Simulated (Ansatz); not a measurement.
An input for Ansatz 0.2.0 (Ge2As4W (MoSi2N4-type monolayer)):

```yaml
crystal:
  lattice:
    - [3.6098771035, 0.0, 0.0]
    - [-1.8049385518, 3.1262452762, 0.0]
    - [0.0, 0.0, 43.2]
  atoms:
    - { symbol: W, position: [0.0, 0.0, 0.5] }
    - { symbol: As, position: [0.3333333333, 0.6666666667, 0.5335697027] }
    - { symbol: As, position: [0.3333333333, 0.6666666667, 0.4664302973] }
    - { symbol: Ge, position: [0.3333333333, 0.6666666667, 0.5889312921] }
    - { symbol: Ge, position: [0.3333333333, 0.6666666667, 0.4110687079] }
    - { symbol: As, position: [0.6666666667, 0.3333333333, 0.6157689906] }
    - { symbol: As, position: [0.6666666667, 0.3333333333, 0.3842310094] }
  periodic: [true, true, false]
kpoints:
  mp_grid: { grid: [6, 6, 1] }
  band_path:
    path: [[0.0, 0.0, 0.0], [0.5, 0.0, 0.0], [0.3333333333, 0.3333333333, 0.0]]
    npoints: 1
hamiltonian:
  xc: hse06
  pseudopotentials: { kind: paw, azcp: { folder: soft_1 } }
scf:
  occupations: { method: fixed }
  n_extra_bands: 6
  convergence: { dr2_threshold: 1.0e-10 }
output:
  eigenvalues: true
```

```sh
ansatz run input.yaml --threads 8 --pin off --max-ram 17510MiB --backend cpu --events-out ev --progress --plain --runs-dir out
```

Q: How long will it take on 8 threads of Arm Neoverse V2, shared host, and how much memory?

It took 1.9 min; on shared hardware allow 56 s to 3.8 min. Peak host memory was 9.0 GiB. The sizes that set the cost: 9409 plane waves a state, 7 irreducible k points and 29 SCF cycles.

Exact exchange couples every pair of k points and filled bands, so it costs far more than a semilocal run.

[Paths, hosts, dates, memory and timing lines, banners, echoed tables and standing remarks are left out of the program output.]

[Logs are printed without paths, hosts, clocks, repeated set-up lines and the standing remarks that a program may print on its own settings, such as how far it seeks lower states.]

[Runs of the session that timed out or met a known fault of the program may be left out.]

[Cells called generated may have been cut or substituted from an entry of the Crystallography Open Database or the Materials Project.]

[Hosts, paths, dates, database ids (printed as entryN), source tags and the programs' standing remarks are cut or masked in the printed files.]
